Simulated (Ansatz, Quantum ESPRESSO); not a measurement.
# Na (Im-3m): electron–phonon coupling with Quantum ESPRESSO

What λ does ph.x give for Na (Im-3m), and how does it hang on the broadening?

Calculated with Ansatz 0.2.0 and Quantum ESPRESSO 7.5; DFT PBE, scalar-relativistic, plane waves, PAW, in the first sound run; inputs show where later runs differ.

## 1. Starting point

The structure is cubic, space group Im-3m (No. 229). The conventional cell has a = 4.282 Å, b = 4.282 Å, c = 4.282 Å, α = 90.00°, β = 90.00°, γ = 90.00°. Nearest to Na lie 8 Na at 3.71 Å.

## 2. Relaxing cell and atoms

The structure is brought to rest under this functional.

File input.yaml:

```yaml
crystal:
  lattice:
    - [-2.141, 2.141, 2.141]
    - [2.141, -2.141, 2.141]
    - [2.141, 2.141, -2.141]
  atoms:
    - { symbol: Na, position: [0.0, 0.0, 0.0] }
kpoints:
  mp_grid: { grid: [10, 10, 10] }
hamiltonian:
  xc: pbe
scf:
  occupations: { method: gaussian, width: 0.1 }
output:
  forces: true
  stress: true
  eigenvalues: true
relax:
  adjacent_minimum: "off"
  f_tol: 0.005
  max_steps: 80
  cell: { stress_tol: 0.05 }
```

Command:

```console
> ansatz run input.yaml --threads 4 --pin off --max-ram 8192MiB --backend cpu --events-out ev --progress --plain --runs-dir out
```

Numbers of over 12 decimals in the logs are rounded to 6 here.

Output:

```text
[the first part of the log is left out]
  E_local      = -1441.061624  (includes V_loc(G=0)·N_el)
  E_nonlocal   = 115.110952
  E_hartree    = 527.058125
  E_xc         = -38.360227
  E_vxc        = -49.287932  (∫ρ·V_xc dr)
  E_paw        = -263.162791  (= ΣΔE_a)
  E_vpaw       = -39.916267  (= ΣTr[D̂ρ^β])
  E_aug_tail   = -0.000031  (compensation charges beyond the density's cutoff)
  E_ewald      = -506.174161
  E_smearing   = -0.004200  (= −TS)
  E_closure    = 0.000000  (closes the sum)
  Σ components = -1486.412661   (vs F -1486.412661, Δ=0.00e0)
--- Forces (eV/Å), atoms counted from 1 ---
  atom   1  Na     0.00000000     0.00000000    -0.00000000
  max |Σ_I F_I| component: 2.26e-32 eV/Å
--- Stress (GPa, compression-positive) ---
        0.036338      -0.000000      -0.000000
       -0.000000       0.036338       0.000000
       -0.000000       0.000000       0.036338
  P = ⅓ Tr σ = 0.0363 GPa (0.363 kbar)
--- Band table (eV; the first three rows and the last of 47) ---
  k-point 0: bands = ["-51.2284", "-23.1321", "-23.1321", "-23.1321", "-1.5221", "13.5331", "13.5331", "13.5331", "14.5370"]
  k-point 1: bands = ["-51.2282", "-23.1356", "-23.1333", "-23.1321", "-1.3455", "11.5906", "12.6071", "12.9428", "13.4612"]
  k-point 2: bands = ["-51.2277", "-23.1448", "-23.1364", "-23.1321", "-0.8196", "9.0094", "11.4923", "12.1110", "12.4118"]
  k-point 46: bands = ["-51.2247", "-23.1585", "-23.1585", "-23.1585", "6.2948", "6.2948", "6.6786", "6.6786", "6.6786"]
--- Relaxed structure (3 steps of the walk, 3 accepted, 1 SCFs on fresh bases) ---
  F+E_penalty+E_count = -1486.41266077 eV   max|allowed force component| = 0.000e0 eV/Å   (the final SCF, on the basis selected at the relaxed cell)
  cell:  # Å, volume = 36.8570 Å³
    - [-2.096461, 2.096461, 2.096461]
    - [2.096461, -2.096461, 2.096461]
    - [2.096461, 2.096461, -2.096461]
  atoms:
    - { symbol: Na, position: [0.0, 0.0, 0.0] }
```

The job ended after 2 s (4 threads of Arm Neoverse N1, shared host; peak memory 0.28 GiB).

Step by step:

```csv
step,energy less that of the first step (eV),largest force component (eV/Å),pressure (GPa),volume (Å³)
1,0.0000,0.0000,-0.41,39.26
2,-0.0009,0.0000,-0.34,38.87
3,-0.0030,0.0000,0.03,36.86
4,-0.0029,0.0000,0.04,36.86
```

The log counts 1 steps on a newly chosen plane-wave basis, not all of them marked here; energy and pressure can jump at such steps.

```csv
"conventional cell, symmetrised",before,after,change
a (Å),4.282,4.193,-2.1 %
b (Å),4.282,4.193,-2.1 %
c (Å),4.282,4.193,-2.1 %
volume (Å³/atom),39.26,36.86,-6.1 %
```

The relaxed structure:

```xyz
1
Lattice="-2.0965 2.0965 2.0965 2.0965 -2.0965 2.0965 2.0965 2.0965 -2.0965" Properties=species:S:1:pos:R:3 pbc="T T T"
Na    0.0000    0.0000    0.0000
```

This step gave:

```
pressure          : 0.03634 GPa
volume per atom   : 36.86 Å³
metallic on mesh  : yes
gap on the k-mesh : 0 eV
```

The largest force is now zero by symmetry and the largest stress component 0.036 GPa.

## 3. Ground state with pw.x

ph.x needs a tightly converged ground state on the same k mesh; the cell is that of the step before.

This step: DFT PBE, scalar-relativistic, plane waves, GBRV ultrasoft pseudopotentials (Quantum ESPRESSO 7.5).

File pw.in:

```
 &control
    calculation='scf',
    prefix='x',
    outdir='./tmp',
    pseudo_dir='./pseudo',
    tprnfor=.true.,
    tstress=.true.,
 /
 &system
    ibrav=0,
    nat=1,
    ntyp=1,
    ecutwfc=52.0,
    ecutrho=416.0,
    occupations='smearing',
    smearing='fd',
    degauss=0.00734986,
    nbnd=11,
 /
 &electrons
    conv_thr=1.0d-11,
    mixing_beta=0.5,
 /
ATOMIC_SPECIES
 Na     22.9898  Na.upf
CELL_PARAMETERS angstrom
    -2.096460919    2.096460919    2.096460919
     2.096460919   -2.096460919    2.096460919
     2.096460919    2.096460919   -2.096460919
ATOMIC_POSITIONS crystal
 Na     0.000000000   0.000000000   0.000000000
K_POINTS automatic
 10 10 10 0 0 0
```

Command:

```console
> OMP_NUM_THREADS=1 mpirun -n 4 pw.x -nk 4 -in pw.in > pw.x.log
```

Output:

```text
Program PWSCF v.7.5

     This program is part of the open-source Quantum ESPRESSO suite
     for quantum simulation of materials; please cite
         "P. Giannozzi et al., J. Phys.:Condens. Matter 21 395502 (2009);
         "P. Giannozzi et al., J. Phys.:Condens. Matter 29 465901 (2017);
         "P. Giannozzi et al., J. Chem. Phys. 152 154105 (2020);
     in publications or presentations arising from this work. More details at

     Message from routine setup:
     using ibrav=0 with symmetry is DISCOURAGED, use correct ibrav instead

     G-vector sticks info
     --------------------
     sticks:   dense  smooth     PW     G-vecs:    dense   smooth      PW
     Sum        1465     735    261                35529    12623    2659

     Using Slab Decomposition

     bravais-lattice index     =            0
     lattice parameter (alat)  =       6.8619  a.u.
     unit-cell volume          =     248.7235 (a.u.)^3
     number of atoms/cell      =            1
     number of atomic types    =            1
     number of electrons       =         9.00
     number of Kohn-Sham states=           11
     kinetic-energy cutoff     =      52.0000  Ry
     charge density cutoff     =     416.0000  Ry
     scf convergence threshold =      1.0E-11
     mixing beta               =       0.5000
     number of iterations used =            8  plain     mixing
     Exchange-correlation=  SLA  PW   PBX  PBC
                           (   1   4   3   4   0   0   0)

     celldm(1)=   6.861930  celldm(2)=   0.000000  celldm(3)=   0.000000
     celldm(4)=   0.000000  celldm(5)=   0.000000  celldm(6)=   0.000000

     crystal axes: (cart. coord. in units of alat)
               a(1) = (  -0.577350   0.577350   0.577350 )
               a(2) = (   0.577350  -0.577350   0.577350 )
               a(3) = (   0.577350   0.577350  -0.577350 )

     reciprocal axes: (cart. coord. in units 2 pi/alat)
               b(1) = ( -0.000000  0.866025  0.866025 )
               b(2) = (  0.866025 -0.000000  0.866025 )
               b(3) = (  0.866025  0.866025  0.000000 )

     PseudoPot. # 1 for Na read from file:
     ./pseudo/Na.upf
     Pseudo is Ultrasoft, Zval =  9.0
     Using radial grid of  819 points,  5 beta functions with:
                l(1) =   0
                l(2) =   0
                l(3) =   1
                l(4) =   1
                l(5) =   2
     Q(r) pseudized with  8 coefficients,  rinner =    1.250   1.250   1.250
                                                       1.250   1.250

     atomic species   valence    mass     pseudopotential
     Na                9.00    22.98980     Na( 1.00)

     48 Sym. Ops., with inversion, found

   Cartesian axes

     site n.     atom                  positions (alat units)
         1        Na     tau(   1) = (   0.0000000   0.0000000   0.0000000  )

     number of k points=    47  Fermi-Dirac smearing, width (Ry)=  0.0073
                       cart. coord. in units 2pi/alat
        k(    1) = (   0.0000000   0.0000000   0.0000000), wk =   0.0020000
        k(    2) = (   0.0866025   0.0866025   0.0000000), wk =   0.0240000
        k(    3) = (   0.1732051   0.1732051   0.0000000), wk =   0.0240000
        k(    4) = (   0.2598076   0.2598076   0.0000000), wk =   0.0240000
        k(    5) = (   0.3464102   0.3464102   0.0000000), wk =   0.0240000
        k(    6) = (  -0.4330127  -0.4330127   0.0000000), wk =   0.0120000
        k(    7) = (   0.1732051   0.0866025   0.0866025), wk =   0.0480000
        k(    8) = (   0.2598076   0.1732051   0.0866025), wk =   0.0960000
        k(    9) = (   0.3464102   0.2598076   0.0866025), wk =   0.0960000
        k(   10) = (   0.4330127   0.3464102   0.0866025), wk =   0.0960000
        k(   11) = (   0.3464102   0.1732051   0.1732051), wk =   0.0480000
        k(   12) = (   0.4330127   0.2598076   0.1732051), wk =   0.0960000
        k(   13) = (   0.5196152   0.3464102   0.1732051), wk =   0.0480000
        k(   14) = (   0.5196152   0.2598076   0.2598076), wk =   0.0480000
        k(   15) = (   0.1732051   0.1732051   0.1732051), wk =   0.0160000
        k(   16) = (   0.2598076   0.2598076   0.1732051), wk =   0.0480000
[...]
k(   40) = (  -0.6928203  -0.1732051  -0.1732051), wk =   0.0160000
        k(   41) = (  -0.0000000  -0.0000000   0.5196152), wk =   0.0120000
        k(   42) = (   0.0000000  -0.0866025   0.6062178), wk =   0.0480000
        k(   43) = (  -0.8660254  -0.1732051  -0.1732051), wk =   0.0240000
        k(   44) = (  -0.7794229  -0.0866025  -0.1732051), wk =   0.0480000
        k(   45) = (   0.0000000   0.0000000   0.6928203), wk =   0.0120000
        k(   46) = (  -0.8660254  -0.0866025  -0.0866025), wk =   0.0240000
        k(   47) = (  -0.8660254  -0.8660254  -0.8660254), wk =   0.0020000

     Dense  grid:    35529 G-vectors     FFT dimensions: (  45,  45,  45)

     Smooth grid:    12623 G-vectors     FFT dimensions: (  32,  32,  32)

     Initial potential from superposition of free atoms

     starting charge       8.9937, renormalised to       9.0000
     Starting wfcs are    5 randomized atomic wfcs +    6 random wfcs

     per-process dynamical memory:    24.0 Mb

     Self-consistent Calculation

     iteration #  1     ecut=    52.00 Ry     beta= 0.50
     Davidson diagonalization with overlap
     ethr =  1.00E-02,  avg # of iterations =  6.8

     Threshold (ethr) on eigenvalues was too large:
     Diagonalizing with lowered threshold

     Davidson diagonalization with overlap
     ethr =  9.87E-06,  avg # of iterations =  7.2

     total energy              =     -95.34586627 Ry
     estimated scf accuracy    <       0.00088326 Ry

     iteration #  2     ecut=    52.00 Ry     beta= 0.50
     Davidson diagonalization with overlap
     ethr =  9.81E-06,  avg # of iterations =  1.0

     total energy              =     -95.34602952 Ry
     estimated scf accuracy    <       0.00016637 Ry

     iteration #  3     ecut=    52.00 Ry     beta= 0.50
     Davidson diagonalization with overlap
     ethr =  1.85E-06,  avg # of iterations =  1.3

     total energy              =     -95.34605207 Ry
     estimated scf accuracy    <       0.00001506 Ry

     iteration #  4     ecut=    52.00 Ry     beta= 0.50
     Davidson diagonalization with overlap
     ethr =  1.67E-07,  avg # of iterations =  1.0

     total energy              =     -95.34605589 Ry
     estimated scf accuracy    <       0.00000028 Ry

     iteration #  5     ecut=    52.00 Ry     beta= 0.50
     Davidson diagonalization with overlap
     ethr =  3.06E-09,  avg # of iterations =  2.0

[...]
Davidson diagonalization with overlap
     ethr =  1.25E-10,  avg # of iterations =  2.0

     total energy              =     -95.34605707 Ry
     estimated scf accuracy    <          4.2E-11 Ry

     iteration #  8     ecut=    52.00 Ry     beta= 0.50
     Davidson diagonalization with overlap
     ethr =  4.69E-13,  avg # of iterations =  1.7

     total energy              =     -95.34605709 Ry
     estimated scf accuracy    <          1.9E-11 Ry

     iteration #  9     ecut=    52.00 Ry     beta= 0.50
     Davidson diagonalization with overlap
     ethr =  2.14E-13,  avg # of iterations =  2.0

     End of self-consistent calculation

          k = 0.0000 0.0000 0.0000 (  1553 PWs)   bands (ev):

   -51.3786 -23.2838 -23.2838 -23.2838  -1.6703  13.3930  13.3930  13.3930
    14.3936  14.3940  15.0062

          k = 0.0866 0.0866 0.0000 (  1543 PWs)   bands (ev):

   -51.3784 -23.2873 -23.2850 -23.2838  -1.4937  11.4559  12.4737  12.8029
    13.3309  13.7764  15.3113

          k = 0.1732 0.1732 0.0000 (  1563 PWs)   bands (ev):

   -51.3779 -23.2964 -23.2881 -23.2838  -0.9674   8.8707  11.3567  11.9726
    12.2829  13.2526  15.6440

          k = 0.2598 0.2598 0.0000 (  1583 PWs)   bands (ev):

   -51.3773 -23.3077 -23.2919 -23.2838  -0.1016   6.5142  10.5261  11.3379
    11.5306  12.6329  16.3889

          k = 0.3464 0.3464 0.0000 (  1573 PWs)   bands (ev):

   -51.3768 -23.3167 -23.2949 -23.2837   1.0860   4.4324  10.0224  10.9522
    11.0803  12.1846  17.2282

          k =-0.4330-0.4330 0.0000 (  1584 PWs)   bands (ev):

   -51.3766 -23.3201 -23.2961 -23.2837   2.3771   2.8436   9.8539  10.8234
    10.9305  12.0250  17.8310

          k = 0.1732 0.0866 0.0866 (  1562 PWs)   bands (ev):

   -51.3781 -23.2936 -23.2863 -23.2847  -1.1422  10.0116  10.5171  12.0463
    13.2291  13.9647  15.4687

          k = 0.2598 0.1732 0.0866 (  1562 PWs)   bands (ev):

   -51.3775 -23.3032 -23.2899 -23.2850  -0.4462   7.7407   9.4009  11.2200
    12.6617  14.0652  15.0898

          k = 0.3464 0.2598 0.0866 (  1586 PWs)   bands (ev):

   -51.3769 -23.3125 -23.2941 -23.2850   0.5808   5.5469   8.7479  10.6364
    12.0971  13.8579  15.5967

          k = 0.4330 0.3464 0.0866 (  1578 PWs)   bands (ev):

   -51.3766 -23.3182 -23.2967 -23.2851   1.9091   3.6298   8.4238  10.3378
    11.7973  13.6247  16.5931

          k = 0.3464 0.1732 0.1732 (  1589 PWs)   bands (ev):

   -51.3770 -23.3100 -23.2937 -23.2866   0.4111   6.6501   7.4054  10.4733
    13.1079  14.0595  16.6832

          k = 0.4330 0.2598 0.1732 (  1578 PWs)   bands (ev):

   -51.3766 -23.3143 -23.2985 -23.2872   1.5859   4.8692   6.6483  10.0076
    12.9964  14.7360  16.2919

          k = 0.5196 0.3464 0.1732 (  1582 PWs)   bands (ev):

   -51.3764 -23.3156 -23.3007 -23.2873   2.8467   3.3393   6.4607   9.8504
    12.8853  15.6933  15.7385

          k = 0.5196 0.2598 0.2598 (  1574 PWs)   bands (ev):

   -51.3763 -23.3120 -23.3048 -23.2882   2.8714   4.2643   5.0586   9.6874
    13.9284  14.6095  16.1666

          k = 0.1732 0.1732 0.1732 (  1565 PWs)   bands (ev):

   -51.3776 -23.3018 -23.2865 -23.2865  -0.6194   8.8842   8.8842  10.2078
    14.9144  14.9146  16.0265

          k = 0.2598 0.2598 0.1732 (  1579 PWs)   bands (ev):

   -51.3771 -23.3096 -23.2911 -23.2867   0.2407   6.7556   8.0787   9.2478
    14.6083  15.0440  16.6703

          k = 0.3464 0.3464 0.1732 (  1571 PWs)   bands (ev):

[...]
k = 0.4330 0.4330 0.1732 (  1572 PWs)   bands (ev):

[...]
k = 0.0000 0.0000 0.1732 (  1557 PWs)   bands (ev):

[...]
k = 0.3464 0.2598 0.2598 (  1576 PWs)   bands (ev):

[...]
k = 0.4330 0.3464 0.2598 (  1575 PWs)   bands (ev):

[...]
k = 0.0000-0.0866 0.2598 (  1566 PWs)   bands (ev):

[...]
k = 0.5196 0.3464 0.3464 (  1583 PWs)   bands (ev):

[...]
k =-0.0000-0.1732 0.3464 (  1573 PWs)   bands (ev):

[...]
k = 0.0866-0.0866 0.3464 (  1573 PWs)   bands (ev):

[...]
k = 0.0000-0.2598 0.4330 (  1570 PWs)   bands (ev):

[...]
k = 0.0866-0.1732 0.4330 (  1572 PWs)   bands (ev):

[...]
k =-0.8660-0.3464-0.3464 (  1570 PWs)   bands (ev):

[...]
k =-0.7794-0.2598-0.3464 (  1576 PWs)   bands (ev):

[...]
k =-0.6928-0.1732-0.3464 (  1585 PWs)   bands (ev):

[...]
k =-0.6928-0.2598-0.2598 (  1576 PWs)   bands (ev):

[...]
k = 0.3464 0.3464 0.3464 (  1580 PWs)   bands (ev):

[...]
k = 0.4330 0.4330 0.3464 (  1574 PWs)   bands (ev):

[...]
k = 0.0000 0.0000 0.3464 (  1577 PWs)   bands (ev):

[...]
k =-0.0000-0.0866 0.4330 (  1582 PWs)   bands (ev):

[...]
k = 0.0000-0.1732 0.5196 (  1562 PWs)   bands (ev):

[...]
k = 0.0866-0.0866 0.5196 (  1575 PWs)   bands (ev):

[...]
k =-0.8660-0.2598-0.2598 (  1574 PWs)   bands (ev):

[...]
k =-0.7794-0.1732-0.2598 (  1573 PWs)   bands (ev):

[...]
k =-0.6928-0.1732-0.1732 (  1572 PWs)   bands (ev):

   -51.3757 -23.3106 -23.3106 -23.2954   4.1073   4.1073   5.1363  10.5388
    10.5388  12.3799  14.2880

          k =-0.0000-0.0000 0.5196 (  1569 PWs)   bands (ev):

   -51.3761 -23.3060 -23.3006 -23.3006   1.4226   7.5181   7.7266   7.7266
     9.5400  14.6369  16.4485

          k = 0.0000-0.0866 0.6062 (  1572 PWs)   bands (ev):

   -51.3757 -23.3110 -23.3040 -23.3014   2.5751   5.7974   7.2791   7.8022
     9.5978  12.8438  16.5110

          k =-0.8660-0.1732-0.1732 (  1588 PWs)   bands (ev):

   -51.3755 -23.3136 -23.3053 -23.3011   3.7912   4.3264   7.1302   7.7304
    10.2177  11.7933  16.3952

          k =-0.7794-0.0866-0.1732 (  1579 PWs)   bands (ev):

   -51.3754 -23.3116 -23.3083 -23.3023   3.8362   5.2154   6.0024   8.4423
     9.2288  11.3437  16.7557

          k = 0.0000 0.0000 0.6928 (  1593 PWs)   bands (ev):

   -51.3752 -23.3095 -23.3075 -23.3075   3.6995   6.4925   6.8349   6.8349
     8.2375  11.0415  18.7885

          k =-0.8660-0.0866-0.0866 (  1582 PWs)   bands (ev):

   -51.3751 -23.3111 -23.3088 -23.3076   4.8961   5.3340   6.6870   7.0597
     8.1242  10.1134  18.9864

          k =-0.8660-0.8660-0.8660 (  1566 PWs)   bands (ev):

   -51.3749 -23.3101 -23.3101 -23.3101   6.1505   6.1505   6.5395   6.5395
     6.5395   9.3634  21.1136

     the Fermi energy is     1.6063 ev

!    total energy              =     -95.34605709 Ry
     estimated scf accuracy    <          3.5E-12 Ry
     smearing contrib. (-TS)   =      -0.00133737 Ry
     internal energy E=F+TS    =     -95.34471972 Ry

     The total energy is F=E-TS. E is the sum of the following terms:
     one-electron contribution =     -88.44991748 Ry
     hartree contribution      =      44.62067869 Ry
     xc contribution           =     -14.31236626 Ry
     ewald contribution        =     -37.20311467 Ry

     convergence has been achieved in   9 iterations

     Forces acting on atoms (cartesian axes, Ry/au):

     atom    1 type  1   force =     0.00000000    0.00000000    0.00000000

     Total force =     0.000000     Total SCF correction =     0.000000

     Computing stress (Cartesian axis) and pressure

          total   stress  (Ry/bohr**3)                   (kbar)     P=        0.61
   0.00000414  -0.00000000  -0.00000000            0.61       -0.00       -0.00
  -0.00000000   0.00000414  -0.00000000           -0.00        0.61       -0.00
  -0.00000000  -0.00000000   0.00000414           -0.00       -0.00        0.61

     Writing all to output data dir ./tmp/x.save/ :
     XML data file, charge density, pseudopotentials, collected wavefunctions

   JOB DONE.
```

It took 5.8 s on 4 MPI ranks.

This step gave:

* pressure: 0.061 GPa

With these potentials, mesh and smearing the cell is at 0.061 GPa.

(Part 1 of 2 ends here.)

[Logs are printed without paths, hosts, clocks, repeated set-up lines and the standing remarks that a program may print on its own settings, such as how far it seeks lower states.]

[Hosts, paths, dates, database ids (printed as entryN), source tags and the programs' standing remarks are cut or masked in the printed files.]
